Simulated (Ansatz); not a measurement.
# BaTiO3 (P4mm): converging the G0W0 gap, part 2 of 2

How do accuracy and time trade against each other in G0W0 on BaTiO3 (P4mm)?

Ansatz 0.2.0; G0W0 on r2SCAN, plane waves, PAW. Known limits of the many-body steps: not at the basis limit; no spin-orbit coupling; coarse k mesh.

So far. Step 2 (83 empty bands, screening to 69 eV): The gap on the mesh goes from 2.18 eV to 3.28 eV, a correction of +1.10 eV. Between the two edge states, bare exchange in place of the xc potential would open the gap by 12.18 eV, and correlation takes back 11.08 eV. Step 3 (236 empty bands, screening to 138 eV): Against the run with 4×4×4 mesh, 83 empty bands, screening to 69 eV, the gap moves by −0.08 eV.

The database entry behind the starting cell differs from later determinations by our own check (c/a about 0.6 % short), so it need not match the best structure at ambient conditions.

## Step 4: 509 empty bands, screening to 230 eV

Contents of input.yaml:

```yaml
crystal:
  lattice:
    - [3.9998, 0.0, 0.0]
    - [0.0, 3.9998, 0.0]
    - [0.0, 0.0, 4.018]
  atoms:
    - { symbol: Ba, position: [0.0, 0.0, 0.0] }
    - { symbol: Ti, position: [0.5, 0.5, 0.49] }
    - { symbol: O, position: [0.5, 0.5, 0.019] }
    - { symbol: O, position: [0.5, 0.0, 0.517] }
    - { symbol: O, position: [0.0, 0.5, 0.517] }
kpoints:
  mp_grid: { grid: [4, 4, 4] }
hamiltonian:
  xc: r2scan
scf:
  occupations: { method: fixed }
gw:
  n_empty_bands: 509
  ecut_chi: 230.0
  qp_bands: [v2, c2]
  qp_kpoints: band_edges
  screening: { model: contour_deformation }
```

On the command line:

```
> ansatz run input.yaml --threads 2 --pin off --max-ram 92160MiB --backend cuda --events-out ev --progress --plain --runs-dir out --devices 1 --max-vram 13GiB  # rebuilt from the run's record
```

Numbers of over 12 decimals in the logs are rounded to 6 here.

The log of the run:

```text
GPUs: using 1 of 1 available (devices: 1).
[...]
GPU FFT provider: cuFFT
GPU libraries: cuBLAS 13.8.2, cuFFT 12.4.0, cuSOLVER 12.3.4
Crystal: 5 atoms, lattice volume = 64.282 Å³
Basis set: ecut = 500 eV, 1647 PW (Γ), exchange–correlation on 120×120×120 points (64 copies of the dense FFT grid, shifted against one another)
Bands: 25, of which v1, the nominal top of the filled ones, is band 20 counted from 1 (19 counted from 0)
[...]
1    22     13.1869   -13.9822    -6.6743   -21.5383  0.7162    14.0861    14.0686  root
[...]
17    19      9.9071   -25.8971     4.3910   -21.2205  0.7216     9.6198     9.6214  root
    17    20      9.9935   -25.9327     4.4168   -21.2429  0.7202     9.7190     9.7205  root
    17    21     14.5285   -14.6045    -7.8102   -23.3164  0.6752    15.4584    15.4302  root
    17    22     14.5285   -14.6045    -7.8102   -23.3164  0.6752    15.4584    15.4302  root
[key lines of the parts left out:]
SCF converged after 9 iterations
Free energy (F): -10183.797257 eV
Fermi energy:    9.993473 eV
```

Elapsed: 61 s, on 1 × NVIDIA H100 80GB HBM3 (shared by 6 runs) with 2 threads of AMD EPYC 7R13 (Zen 3), shared host; peak memory 2.2 GiB.

This step gave:

```yaml
bands_summed: 529
rpa_eps_infinity_on_this_mesh_eigenvalues: 5.443, 5.712, 5.712
plane_waves_in_the_screening_matrix: 485
g0w0_gap_on_the_mesh: 3.268 eV
k_of_the_valence_top: -0.5, -0.5, -0.5
k_of_the_conduction_bottom: 0, 0, 0
starting_gap_on_the_mesh: 2.177 eV
least_direct_g0w0_gap_on_the_computed_points: 3.553 eV
```

Against the run with 4×4×4 mesh, 236 empty bands, screening to 138 eV, the gap moves by +0.06 eV.

## Step 5: Changing the frequency model: 4×4×4 mesh, 509 empty bands, screening to 230 eV, plasmon pole

A plasmon pole stands in for the full frequency dependence of the screening; this run shows what that costs in accuracy.

input.yaml, as its differences from that of step 4:

```diff
@@ -22,2 +22,2 @@
   qp_kpoints: band_edges
-  screening: { model: contour_deformation }
+  screening: { model: godby_needs }
```

The log of the run:

```text
GPUs: using 1 of 1 available (devices: 1).
[...]
GPU FFT provider: cuFFT
GPU libraries: cuBLAS 13.8.2, cuFFT 12.4.0, cuSOLVER 12.3.4
Crystal: 5 atoms, lattice volume = 64.282 Å³
Basis set: ecut = 500 eV, 1647 PW (Γ), exchange–correlation on 120×120×120 points (64 copies of the dense FFT grid, shifted against one another)
Bands: 25, of which v1, the nominal top of the filled ones, is band 20 counted from 1 (19 counted from 0)
[...]
1    22     13.1869   -13.9822    -6.5113   -21.5383  0.7659    14.2372    14.2316  root
[...]
17    19      9.9071   -25.8971     4.5575   -21.2205  0.7651     9.7878     9.7879  root
    17    20      9.9935   -25.9327     4.5881   -21.2429  0.7645     9.8917     9.8918  root
    17    21     14.5285   -14.6045    -7.5135   -23.3164  0.7276    15.6840    15.7269  root
    17    22     14.5285   -14.6045    -7.5135   -23.3164  0.7276    15.6840    15.7269  root
[key lines of the parts left out:]
SCF converged after 9 iterations
Free energy (F): -10183.797257 eV
Fermi energy:    9.993473 eV
```

It took 61 s on 1 × NVIDIA H100 80GB HBM3 (shared by 6 runs) with 2 threads; peak memory 2.7 GiB.

Numbers from this step:

| Item | Value |
| --- | --- |
| bands summed | 529 |
| plasmon-pole fit frequency | 29.29 eV |
| RPA ε∞ on this mesh (eigenvalues) | 5.443, 5.712, 5.712 |
| plane waves in the screening matrix | 485 |
| G0W0 gap on the mesh | 3.177 eV |
| k of the valence top | -0.5, -0.5, -0.5 |
| k of the conduction bottom | 0, 0, 0 |
| starting gap on the mesh | 2.177 eV |
| least direct G0W0 gap on the computed points | 3.468 eV |

Against the run with 4×4×4 mesh, 509 empty bands, screening to 230 eV, the gap moves by −0.09 eV.

## Step 6: Convergence and cost

Times are wall times on 1 × NVIDIA H100 80GB HBM3 (shared by 6 runs) with 2 threads of AMD EPYC 7R13 (Zen 3), shared host, good to a factor of about two.

| mesh | files | frequency | bands summed | cutoff (eV) | start (eV) | G0W0 (eV) | time | host memory (GiB) |
| --- | --- | --- | --- | --- | --- | --- | --- | --- |
| 4×4×4 | default PAW | contour deformation | 103 | 69 | 2.177 | 3.282 | 11 s | 1.2 |
| 4×4×4 | default PAW | contour deformation | 256 | 138 | 2.177 | 3.205 | 15 s | 1.4 |
| 4×4×4 | default PAW | contour deformation | 529 | 230 | 2.177 | 3.268 | 61 s | 2.2 |
| 4×4×4 | default PAW | plasmon pole | 529 | 230 | 2.177 | 3.177 | 61 s | 2.7 |

The parts of the quasiparticle energy at the two band edges (eV; QP = start + Σx + Σc − Vxc):

| run | edge | start | Σx | Σc | Vxc | Z | QP |
| --- | --- | --- | --- | --- | --- | --- | --- |
| 103 bands | valence top | 9.99 | -25.93 | 4.97 | -21.24 | 0.73 | 10.27 |
| 103 bands | conduction bottom | 12.17 | -12.52 | -6.11 | -20.02 | 0.74 | 13.56 |
| 256 bands | valence top | 9.99 | -25.93 | 4.64 | -21.24 | 0.72 | 9.95 |
| 256 bands | conduction bottom | 12.17 | -12.52 | -6.51 | -20.02 | 0.74 | 13.15 |
| 529 bands | valence top | 9.99 | -25.93 | 4.42 | -21.24 | 0.72 | 9.72 |
| 529 bands | conduction bottom | 12.17 | -12.52 | -6.68 | -20.02 | 0.74 | 12.99 |

## Step 7: Summary of results

```
103 bands, 69 eV  : 3.282 eV
256 bands, 138 eV : 3.205 eV
529 bands, 230 eV : 3.268 eV
mesh and start    : 4×4×4, r2SCAN
```

From 103 to 529 bands the gap moves by −0.01 eV while the time grows 5.7-fold. Σc changes by −0.55 eV at the valence top and −0.57 eV at the conduction bottom, so the levels themselves move more than the gap between them. The gap turns back along the series, so no limit is drawn from it. The plasmon-pole model gives −0.09 eV against contour deformation, 8 % of the correction, and saved no time in this program. The 4×4×4 mesh is coarse for this cell (its supercell is 16 Å along the shortest edge). The RPA ε∞ on it, from the r2SCAN start, is 5.44 and 5.71; such meshes misread the long-range screening, most where the gap is narrow. The many-body steps are scalar-relativistic: spin-orbit coupling is not in them.

[Paths, hosts, dates, memory and timing lines, banners, echoed tables and standing remarks are left out of the program output.]

[Logs are printed without paths, hosts, clocks, repeated set-up lines and the standing remarks that a program may print on its own settings, such as how far it seeks lower states.]

[Runs of the session that timed out or met a known fault of the program may be left out.]

[Cells called generated may have been cut or substituted from an entry of the Crystallography Open Database or the Materials Project.]

[Hosts, paths, dates, database ids (printed as entryN), source tags and the programs' standing remarks are cut or masked in the printed files.]
